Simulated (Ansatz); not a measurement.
**How well the gap of WS2 (Tungstenite) can be computed**

Wanted: the gap of WS2 (Tungstenite) by functionals, hybrids and G0W0, carried to the basis limit, with what remains uncertain.

Method: density functionals, hybrids, G0W0, plane waves, PAW, in Ansatz 0.2.0.

**1. The structure**

It takes space group P6_3/mmc (No. 194, hexagonal). Conventional cell: a = 3.153 Å, b = 3.153 Å, c = 12.323 Å, α = 90.00°, β = 90.00°, γ = 120.00°. Nearest to W lie 6 S at 2.40 Å. Nearest to S lie 3 W at 2.40 Å. Farther neighbours and most contacts between anions are not listed.

The cell and positions come from the Crystallography Open Database and are kept as given unless a step says otherwise. Spin-orbit coupling is left out unless a step names it. The default PAW set here is soft_2. Its files were made with PBE.

**2. PBE bands**

The cheap functional maps the bands first; the places of the edges decide which points the dearer methods must see.

This step: DFT, PBE, plane waves, PAW.

Contents of input.yaml:

```yaml
crystal:
  lattice:
    - [3.1532, 0.0, 0.0]
    - [-1.5766, 2.7307513032, 0.0]
    - [0.0, 0.0, 12.323]
  atoms:
    - { symbol: W, position: [0.3333333333, 0.6666666667, 0.25] }
    - { symbol: W, position: [0.6666666667, 0.3333333333, 0.75] }
    - { symbol: S, position: [0.3333333333, 0.6666666667, 0.6225] }
    - { symbol: S, position: [0.6666666667, 0.3333333333, 0.1225] }
    - { symbol: S, position: [0.3333333333, 0.6666666667, 0.8775] }
    - { symbol: S, position: [0.6666666667, 0.3333333333, 0.3775] }
kpoints:
  mp_grid: { grid: [12, 12, 2] }
  band_path:
    path:
      - [[0.0, 0.0, 0.0], [0.5, 0.0, 0.0], [0.33333333, 0.33333333, 0.0], [0.0, 0.0, 0.0], [0.0, 0.0, 0.5], [0.5, 0.0, 0.5], [0.33333333, 0.33333333, 0.5], [0.0, 0.0, 0.5]]
      - [[0.5, 0.0, 0.5], [0.5, 0.0, 0.0]]
      - [[0.33333333, 0.33333333, 0.5], [0.33333333, 0.33333333, 0.0]]
    npoints: 10
hamiltonian:
  xc: pbe
scf:
  occupations: { method: fermi_dirac, width: 0.02 }
  n_extra_bands: 6
output:
  eigenvalues: true
  write_density: true
  write_potential: true
  elf: true
  volumetric_format: npy
```

Run with:

```
ansatz run input.yaml --threads 3 --pin off --max-ram 92160MiB --backend cuda --events-out ev --progress --plain --runs-dir out --devices 1 --max-vram 13GiB  # rebuilt from the run's record
```

Numbers of over 12 decimals in the logs are rounded to 6 here.

Output:

```text
scf.n_extra_bands = 6 over 26 filled bands (N_el = 52.0): the run solves 32 bands
GPUs: using 1 of 1 available (devices: 1).
Engine: ansatz 0.2.0, x86_64-unknown-linux-gnu
Pseudopotentials: kind: paw
Pseudopotential: W, paw, valence charge 14, recommended cutoff 420 eV (normal), W.paw.azcp
Pseudopotential: S, paw, valence charge 6, recommended cutoff 420 eV (normal), S.paw.azcp
Functional definition: PBE
  parameter kappa = 0.804
  parameter beta = 0.066725
  exchange = pbe_x(kappa = kappa, mu = beta*pi^2/3)
  correlation = pbe_c(beta = beta)
device memory: the entry about to start is reckoned to put 2.8 GiB on a device that reports 42.1 GiB free (of which the cap on the GPU budget leaves the run 13.0 GiB)
GPU FFT provider: cuFFT
GPU libraries: cuBLAS 13.8.2, cuFFT 12.4.0, cuSOLVER 12.3.4
Crystal: 6 atoms, lattice volume = 106.108 Å³
Basis set: ecut = 420 eV, 2057 PW (Γ)
Bands: 32, of which v1, the nominal top of the filled ones, is band 26 counted from 1 (25 counted from 0)
Symmetry: 24 space group operations
Space group: P63/mmc (ITA 194), of the structure as read, at distance tolerance 4.7e-5 Å
k-points: 38 of 288
Non-local potential: W, projectors of the file, l = 0: 3, l = 1: 2, l = 2: 2, l = 3: 1
Non-local potential: S, projectors of the file, l = 0: 2, l = 1: 2, l = 2: 2
PAW form: soft (Blöchl's): semilocal exchange-correlation on the pseudo side does not see the compensation charge
PAW one-centre angular grid: W, 590 points (default); XC on 64 Gauss nodes
PAW one-centre angular grid: S, 110 points (default); XC on 64 Gauss nodes
Initial density: superposition of atomic densities (neutral atoms: chi_scale 0, normalization atom), corrected by the library's trained network
Initial wavefunctions: pseudopotential atomic-orbital guess
GPU buffer pool allocated for 51840 grid points (all kernels)
GPU transforms: local potential and band sums: pruned to the plane-wave sphere, on 24×24×90
Functional: x = pbe(κ = 0.804, μ = 0.219515), c = pbe(β = 0.066725)
SCF iter   1: F=—  HF=-24382.733963 eV  |F-HF|=—  |Δ(HF+E_count)|=         —  Δρ=5.20e-3  dr2=1.33e-2  ethr=1.77e-3  ⟨swp⟩=6.9  Hψ=5865  notcnv=0
preconditioner: auto → Resta (q_TF=auto, 2.423 Å⁻¹)  ε∞=7.5  [insulator: Δε(μ)=0.973 eV  Ē_g=8.457 eV  σ=0.020 eV  W_gap=1.00  n_scr=26 (ndim 8)  ℏωp=21.6 eV  f_vac=0.016  D(μ)=0.00/eV (n_scr^D=0)  ε∞_Penn≈7.5]
SCF iter   2: F=—  HF=-24382.738825 eV  |F-HF|=—  |Δ(HF+E_count)|=   4.86e-3  Δρ=2.82e-3  dr2=2.31e-3  ethr=2.56e-5  ⟨swp⟩=2.3  Hψ=2151  notcnv=0  defer=19
SCF iter   3: F=—  HF=-24382.742903 eV  |F-HF|=—  |Δ(HF+E_count)|=   4.08e-3  Δρ=1.03e-3  dr2=4.00e-4  ethr=4.45e-6  ⟨swp⟩=2.0  Hψ=1913  notcnv=0  defer=19
SCF iter   4: F=—  HF=-24382.743539 eV  |F-HF|=—  |Δ(HF+E_count)|=   6.36e-4  Δρ=7.75e-5  dr2=1.01e-5  ethr=7.68e-7  ⟨swp⟩=2.0  Hψ=1873  notcnv=0  defer=19
SCF iter   5: F=—  HF=-24382.743598 eV  |F-HF|=—  |Δ(HF+E_count)|=   5.87e-5  Δρ=2.17e-5  dr2=5.77e-7  ethr=1.95e-8  ⟨swp⟩=2.0  Hψ=1763  notcnv=0  defer=19
SCF iter   6: F=-24382.743598 eV  HF=-24382.743598 eV  |F-HF|=4.23e-8  |Δ(HF+E_count)|=   2.45e-7  Δρ=6.74e-6  dr2=6.22e-8  ethr=1.92e-10  ⟨swp⟩=5.4  Hψ=3601  notcnv=0
SCF 1 converged in 6 iterations: F = -24382.743598 eV  dr2 = 6.22e-8
[...]
device memory: the entry about to start is reckoned to put 1.8 GiB on a device that reports 38.6 GiB free (of which the cap on the GPU budget leaves the run 13.0 GiB)
NSCF: frozen V_eff on 93 k-points
SCF converged after 6 iterations
Free energy (F): -24382.743598 eV
Harris-Foulkes:  -24382.743598 eV  (|F-HF|=4.23e-8)
Internal energy: -24382.743598 eV  (E = F + TS)
E sigma→0 (E₀):  -24382.743598 eV
Fermi energy:    12.243051 eV
--- Per-component energies (eV) ---
  E_band       = -370.207115
  E_kinetic    = 1334.906344
  E_local      = -3493.843699  (includes V_loc(G=0)·N_el)
  E_nonlocal   = 114.810706
  E_hartree    = 1387.808396
  E_xc         = -925.295071
  E_vxc        = -831.406779  (∫ρ·V_xc dr)
  E_paw        = -19526.365209  (= ΣΔE_a)
  E_vpaw       = -270.293487  (= ΣTr[D̂ρ^β])
  E_aug_tail   = -0.000124  (compensation charges beyond the density's cutoff)
  E_ewald      = -3274.764942
  E_smearing   = -0.000000  (= −TS)
  E_closure    = 0.000000  (closes the sum)
  Σ components = -24382.743598   (vs F -24382.743598, Δ=0.00e0)
--- Band table (eV; the first three rows and the last of 38) ---
  k-point 0: bands = [... 22 lower, 9.5826, 10.2600, 10.5466, 11.7729, 14.0830, 14.0830, 14.0935, 14.0935, ... 2 higher]
  k-point 1: bands = [... 22 lower, 9.5558, 9.5558, 11.4548, 11.4548, 14.0756, 14.0756, 14.0756, 14.0756, ... 2 higher]
  k-point 2: bands = [... 22 lower, 9.5849, 10.4290, 10.5611, 11.5473, 13.9545, 13.9825, 14.0176, 14.0424, ... 2 higher]
  k-point 37: bands = [... 22 lower, 8.6639, 8.6639, 11.1187, 11.1187, 13.0733, 13.0733, 14.3555, 14.3555, ... 2 higher]
```

The job ended after 7.8 s (1 × NVIDIA H100 80GB HBM3 (shared by 6 runs) with 3 threads of AMD EPYC 7R13 (Zen 3), shared host; peak memory 0.95 GiB).

Numbers from this step:

```yaml
filled_bands: 26
gap: 0.9762 eV
valence_top_at: Γ
conduction_bottom_at: k = (0.167, 0.167, 0.000)
least_direct_gap: 1.839 eV
```

The gap is indirect, with the least direct gap 0.86 eV higher.

The electronic bands at the labelled points (eV, zero at the top of the highest nominally filled band):

```tsv
point	band 23	band 24	band 25	band 26	band 27	band 28	band 29	band 30
Γ	-2.19	-1.51	-1.23	0.00	2.31	2.31	2.32	2.32
halfway	-2.57	-1.88	-1.63	-1.49	1.35	1.85	2.07	2.30
M	-1.97	-1.76	-1.71	-1.53	2.32	2.37	2.60	2.90
halfway	-3.01	-2.62	-1.22	-0.96	1.95	2.06	2.69	2.90
K	-2.93	-2.93	-0.75	-0.54	1.30	1.30	2.05	3.28
halfway	-2.11	-1.85	-1.54	-1.51	0.98	1.83	2.07	2.19
Γ	-2.19	-1.51	-1.23	0.00	2.31	2.31	2.32	2.32
halfway	-2.20	-2.13	-0.74	-0.08	2.31	2.31	2.31	2.31
A	-2.22	-2.22	-0.32	-0.32	2.30	2.30	2.30	2.30
halfway	-2.35	-2.35	-1.51	-1.51	1.77	1.77	1.95	1.95
L	-1.86	-1.86	-1.60	-1.60	2.34	2.34	2.78	2.78
halfway	-2.88	-2.88	-1.08	-1.08	2.01	2.01	2.86	2.86
H	-3.11	-3.11	-0.65	-0.65	1.30	1.30	2.58	2.58
halfway	-2.04	-2.04	-1.52	-1.52	1.38	1.38	2.21	2.21
A	-2.22	-2.22	-0.32	-0.32	2.30	2.30	2.30	2.30
jump to L	-1.86	-1.86	-1.60	-1.60	2.34	2.34	2.78	2.78
halfway	-1.94	-1.79	-1.67	-1.55	2.33	2.36	2.66	2.87
M	-1.97	-1.76	-1.71	-1.53	2.32	2.37	2.60	2.90
jump to H	-3.11	-3.11	-0.65	-0.65	1.30	1.30	2.58	2.58
halfway	-3.01	-3.01	-0.72	-0.58	1.30	1.30	2.20	3.04
K	-2.93	-2.93	-0.75	-0.54	1.30	1.30	2.05	3.28
```

Electrostatic potential energy in the ac plane at fractional y = 0.333, with atoms of W and S within 0.2 Å of it. With pseudopotentials it is smooth inside the atoms' cores, unlike the true potential.

Ten even steps from '_' (-41 eV) to '@' (16 eV), each cell a mean:
```
@@@@@@@@@@@@@@@@@@@@@@@@@@@@@@@@
@@@@%%%%@@@@@@@@@@@@@@@@@@@@@@@@
%%%%######%%%%@@@@@@@@@@@@@@@@@@
%%%%%%%%%%%%%%%%%%%%####%%%%%%%%
%%%%@@@@%%%%##**==::::..::--++##
##%%@@@@%%##++::____________..==
##%%@@@@%%%%**--____________::++
%%%%%%%%%%%%%%##**++====++**##%%
%%%%######%%%%@@@@@@%%%%@@@@@@%%
%%%%%%%%%%%%@@@@@@@@@@@@@@@@@@@@
@@@@@@@@@@@@@@@@@@@@@@@@@@@@@@@@
@@@@@@@@@@@@@@@@@@@@@@@@@@@@@@@@
@@@@@@@@@@@@@@@@@@@@@@@@@@@@@@@@
@@@@@@@@@@@@@@%%**========++##%%
%%@@@@@@@@@@##++::::--==--::==##
%%@@@@@@@@%%%%**--::::::::--++##
%%%%######%%%%%%####****####%%%%
##**++++++**##%%%%@@@@@@@@%%%%%%
##********####%%%%%%%%%%%%%%%%%%
%%%%%%%%%%%%%%##**++======**##%%
%%@@@@@@@@%%##++::::----::::==##
%%@@@@@@@@@@%%++--::----::::++##
@@@@@@@@@@@@@@%%%%##******##%%@@
@@@@@@@@@@@@@@@@@@@@@@@@@@@@@@@@
```
Columns run along a (3.2 Å; values clipped at the 3rd and 97th percentile), rows up along c (12.3 Å). Atoms in or near the plane, at fractional coordinates: W at (0.67, 0.75), S at (0.67, 0.12), S at (0.67, 0.38).

Valence density in the ac plane at fractional y = 0.333, with atoms of W and S within 0.2 Å of it. It is the smooth field of the valence electrons, not physical close to the nuclei.

Ten steps, logarithmic in the rise over the least value, from '_' (0.0 e/Å³) to '@' (5.2 e/Å³), each cell a mean:
```
..............__________________
------------::::....______....::
====++++++====----::::::::::----
==++++++++======================
==============++##%%%%%%%%##**++
====------==**%%@@@@@@@@@@@@%%**
====----====++##%%@@@@@@@@@@%%**
==============++++**####****++==
==++++++++======--------------==
============----::::......::::--
::::----::::::....__________....
________________________________
..__________..::----====----::::
--::......::--++++**********++==
==--::::--==++******====++****++
==--------==++********++******++
==============++++++++++++++++==
==++******++======----------====
==++++++++++====================
====----====++++************++++
==--------==++******++==++****++
==--::::::--==++**************++
::..____..::--==++++++++++++==--
______________..::::::::::::....
```
Columns run along a (3.2 Å), rows up along c (12.3 Å). Atoms in or near the plane, at fractional coordinates: W at (0.67, 0.75), S at (0.67, 0.12), S at (0.67, 0.38).

**3. PBE+SOC**

Spin-orbit coupling can split or shift the edges; a non-collinear run measures by how much.

This step: DFT, PBE with spin-orbit coupling, plane waves, PAW.

input.yaml, the sections that differ from step 2:

```yaml
kpoints:
  mp_grid: { grid: [12, 12, 2] }
  band_path:
    path:
      - [0.0, 0.0, 0.0]
      - [0.5, 0.0, 0.0]
      - [0.33333333, 0.33333333, 0.0]
      - [0.0, 0.0, 0.5]
      - [0.5, 0.0, 0.5]
      - [0.33333333, 0.33333333, 0.5]
      - [0.1666666667, 0.1666666667, 0.0]
    npoints: 1
scf:
  occupations: { method: fermi_dirac, width: 0.02 }
  n_extra_bands: 12
magnetization:
  noncollinear: true
  spin_orbit: true
output:
  eigenvalues: true
# crystal, hamiltonian: as in step 2
```

Output:

```text
[...]
GPUs: using 1 of 1 available (devices: 1).
[...]
non-collinear run that drives no moment, with spin-orbit: no starting moment large enough to seed its density (crystal.atoms[].spin), no starting occupations that ask for one, no magnetisation constraint and no magnetic field, so the semilocal B_xc is pinned to zero
[...]
GPU FFT provider: cuFFT
[...]
k-point 0: bands = [... 48 lower, 10.5909, 10.5909, 11.7943, 11.7943, 13.9806, 13.9806, 14.0025, 14.0025, ... 8 higher]
  k-point 1: bands = [... 48 lower, 11.4755, 11.4755, 11.4755, 11.4755, 14.0076, 14.0076, 14.0076, 14.0076, ... 8 higher]
  k-point 2: bands = [... 48 lower, 10.6038, 10.6038, 11.5672, 11.5672, 13.8480, 13.8480, 13.8867, 13.8867, ... 8 higher]
  k-point 37: bands = [... 48 lower, 10.9200, 10.9200, 11.3341, 11.3341, 13.0321, 13.0321, 13.0681, 13.0681, ... 8 higher]
[key lines of the parts left out:]
SCF converged after 9 iterations
Magnetization: |M| = 0.0000 μB,  M = (+0.0000, +0.0000, +0.0000) μB
Free energy (F): -24431.956443 eV
Fermi energy:    12.241795 eV
```

It took 7.2 s on 1 × NVIDIA H100 80GB HBM3 (shared by 6 runs) with 3 threads; peak memory 0.97 GiB; 12 s of CPU time.

Numbers from this step:

```yaml
gap: 0.9308 eV
valence_top_at: Γ
conduction_bottom_at: k = (0.167, 0.167, 0.000)
least_direct_gap: 1.648 eV
```

The gap stands −0.05 eV against PBE.

**4. HSE06**

HSE06 mixes in a quarter of exact exchange at short range. Exchange couples all pairs of k points, which makes a full band path dear, so levels are read on the mesh and at chosen points.

This step: DFT, HSE06, plane waves, PAW.

Changes to input.yaml since step 3:

```diff
@@ -13,3 +13,3 @@
 kpoints:
-  mp_grid: { grid: [12, 12, 2] }
+  mp_grid: { grid: [6, 6, 2] }
   band_path:
@@ -25,9 +25,6 @@
 hamiltonian:
-  xc: pbe
+  xc: hse06
 scf:
-  occupations: { method: fermi_dirac, width: 0.02 }
-  n_extra_bands: 12
-magnetization:
-  noncollinear: true
-  spin_orbit: true
+  occupations: { method: fixed }
+  n_extra_bands: 6
 output:
```

Output:

```text
[...]
GPUs: using 1 of 1 available (devices: 1).
[...]
davidson cushion auto → on  (no smearing: the cushion is to keep the highest requested band from converging to the state above it; pin scf.eigensolver.cushion to override)
[...]
GPU FFT provider: cuFFT
GPU libraries: cuBLAS 13.8.2, cuFFT 12.4.0, cuSOLVER 12.3.4
Crystal: 6 atoms, lattice volume = 106.108 Å³
Basis set: ecut = 420 eV, 2057 PW (Γ)
[...]
Fermi energy:    11.446487 eV
[...]
--- Band table (eV; the first three rows and the last of 14) ---
  k-point 0: bands = [... 22 lower, 9.0040, 9.6272, 10.1106, 11.4465, 14.4546, 14.4546, 14.4593, 14.4593, ... 2 higher]
  k-point 1: bands = [... 22 lower, 8.9730, 8.9730, 11.0778, 11.0778, 14.4405, 14.4405, 14.4405, 14.4405, ... 2 higher]
  k-point 2: bands = [... 22 lower, 8.7854, 9.6873, 10.0426, 10.5167, 13.6049, 14.0641, 14.3119, 14.3216, ... 2 higher]
  k-point 13: bands = [... 22 lower, 7.8677, 7.8677, 10.7592, 10.7592, 13.2163, 13.2163, 14.7602, 14.7602, ... 2 higher]
[key lines of the parts left out:]
Free energy (F): -24386.849043 eV
```

Elapsed: 33 s, on 1 × NVIDIA H100 80GB HBM3 (shared by 6 runs) with 3 threads; peak memory 1.3 GiB.

Numbers from this step:

```
gap                  : 1.501 eV
valence top at       : Γ
conduction bottom at : k = (0.167, 0.167, 0.000)
least direct gap     : 2.335 eV
```

The gap stands +0.52 eV against PBE.

**5. HSE06+SOC**

This step: DFT, HSE06 with spin-orbit coupling, plane waves, PAW.

Changes to input.yaml since step 4:

```diff
@@ -27,5 +27,12 @@
 scf:
-  occupations: { method: fixed }
-  n_extra_bands: 6
+  occupations: { method: fermi_dirac, width: 0.02 }
+  n_extra_bands: 12
+magnetization:
+  noncollinear: true
+  spin_orbit: true
 output:
   eigenvalues: true
+  write_density: true
+  write_potential: true
+  elf: true
+  volumetric_format: npy
```

Output:

```text
[...]
GPUs: using 1 of 1 available (devices: 1).
[...]
GPU FFT provider: cuFFT
GPU libraries: cuBLAS 13.8.2, cuFFT 12.4.0, cuSOLVER 12.3.4
Crystal: 6 atoms, lattice volume = 106.108 Å³
Basis set: ecut = 420 eV, 2057 PW (Γ)
Bands: 64, of which v1, the nominal top of the filled ones, is band 52 counted from 1 (51 counted from 0)
Symmetry: 24 space group operations + 24 with time reversal
[...]
--- Band table (eV; the first three rows and the last of 14) ---
  k-point 0: bands = [... 48 lower, 10.1637, 10.1637, 11.4739, 11.4739, 14.2893, 14.2893, 14.3617, 14.3617, ... 8 higher]
  k-point 1: bands = [... 48 lower, 11.1049, 11.1049, 11.1049, 11.1049, 14.3609, 14.3609, 14.3609, 14.3609, ... 8 higher]
  k-point 2: bands = [... 48 lower, 10.0726, 10.0726, 10.5408, 10.5408, 13.5665, 13.5665, 14.0297, 14.0297, ... 8 higher]
  k-point 13: bands = [... 48 lower, 10.5261, 10.5261, 11.0174, 11.0174, 13.1895, 13.1895, 13.1993, 13.1993, ... 8 higher]
[key lines of the parts left out:]
Magnetization: |M| = 0.0000 μB,  M = (+0.0000, +0.0000, +0.0000) μB
Free energy (F): -24398.804330 eV
Fermi energy:    12.179669 eV
```

Wall time 65 s (1 × NVIDIA H100 80GB HBM3 (shared by 6 runs) with 3 threads); peak memory 2 GiB.

Numbers from this step:

```yaml
gap: 1.447 eV
valence_top_at: Γ
conduction_bottom_at: k = (0.167, 0.167, 0.000)
least_direct_gap: 2.126 eV
```

The gap stands −0.05 eV against HSE06.

**6. G0W0, 9×9×2 mesh, 277 empty bands, screening to 110 eV, hard PAW files**

Now the one-shot GW correction: screening in the RPA, then the self-energy of the levels asked for. This step takes hard PAW files.

This step: G0W0 on PBE, plane waves, PAW.

Contents of input.yaml:

```yaml
crystal:
  lattice:
    - [3.1532, 0.0, 0.0]
    - [-1.5766, 2.7307513032, 0.0]
    - [0.0, 0.0, 12.323]
  atoms:
    - { symbol: W, position: [0.3333333333, 0.6666666667, 0.25] }
    - { symbol: W, position: [0.6666666667, 0.3333333333, 0.75] }
    - { symbol: S, position: [0.3333333333, 0.6666666667, 0.6225] }
    - { symbol: S, position: [0.6666666667, 0.3333333333, 0.1225] }
    - { symbol: S, position: [0.3333333333, 0.6666666667, 0.8775] }
    - { symbol: S, position: [0.6666666667, 0.3333333333, 0.3775] }
kpoints:
  mp_grid: { grid: [9, 9, 2] }
hamiltonian:
  xc: pbe
  pseudopotentials: { kind: paw, source: ansatz }
scf:
  occupations: { method: fixed }
gw:
  n_empty_bands: 277
  ecut_chi: 110.0
  qp_bands: [v2, c2]
  qp_kpoints: band_edges
  screening: { model: contour_deformation }
```

Output:

```text
GPUs: using 1 of 1 available (devices: 1).
[...]
GPU FFT provider: cuFFT
GPU libraries: cuBLAS 13.8.2, cuFFT 12.4.0, cuSOLVER 12.3.4
Crystal: 6 atoms, lattice volume = 106.108 Å³
Basis set: ecut = 760 eV, 5029 PW (Γ)
Bands: 48, of which v1, the nominal top of the filled ones, is band 40 counted from 1 (39 counted from 0)
Symmetry: 24 space group operations
[...]
k-points: 24 of 162
[...]
1    42     15.6284   -13.7626    -4.1739   -18.3558  0.7593    16.0506    16.0477  root
[...]
23    39     12.6724   -18.7752     0.5472   -18.0993  0.7627    12.5436    12.5438  root
    23    40     12.6724   -18.7752     0.5472   -18.0993  0.7627    12.5436    12.5438  root
    23    41     14.6268   -15.8757    -3.7048   -19.9331  0.7616    14.9809    14.9794  root
    23    42     14.6268   -15.8757    -3.7048   -19.9331  0.7616    14.9809    14.9794  root
[key lines of the parts left out:]
SCF converged after 9 iterations
Free energy (F): -39375.324734 eV
Fermi energy:    13.325146 eV
```

Run time: 1.7 min. Hardware: 1 × NVIDIA H100 80GB HBM3 (shared by 6 runs) with 3 threads; peak memory 2.2 GiB.

Numbers from this step:

- bands summed: 317
- RPA ε∞ on this mesh (eigenvalues): 5.905, 13.43, 13.43
- plane waves in the screening matrix: 291
- G0W0 gap on the mesh: 1.456 eV
- k of the valence top: 0, 0, 0
- k of the conduction bottom: 0.1111, 0.2222, 0
- starting gap on the mesh: 1.083 eV
- least direct G0W0 gap on the computed points: 2.302 eV

The gap on the mesh goes from 1.08 eV to 1.46 eV, a correction of +0.37 eV. Between the two edge states, bare exchange in place of the xc potential would open the gap by 4.63 eV, and correlation takes back 4.26 eV. The start differs from the 0.98 eV found before because this mesh misses an edge (the files differ too).

(Continued in part 2 of 2.)

[Paths, hosts, dates, memory and timing lines, banners, echoed tables and standing remarks are left out of the program output.]

[Logs are printed without paths, hosts, clocks, repeated set-up lines and the standing remarks that a program may print on its own settings, such as how far it seeks lower states.]

[Runs of the session that timed out or met a known fault of the program may be left out.]

[Cells called generated may have been cut or substituted from an entry of the Crystallography Open Database or the Materials Project.]

[Hosts, paths, dates, database ids (printed as entryN), source tags and the programs' standing remarks are cut or masked in the printed files.]
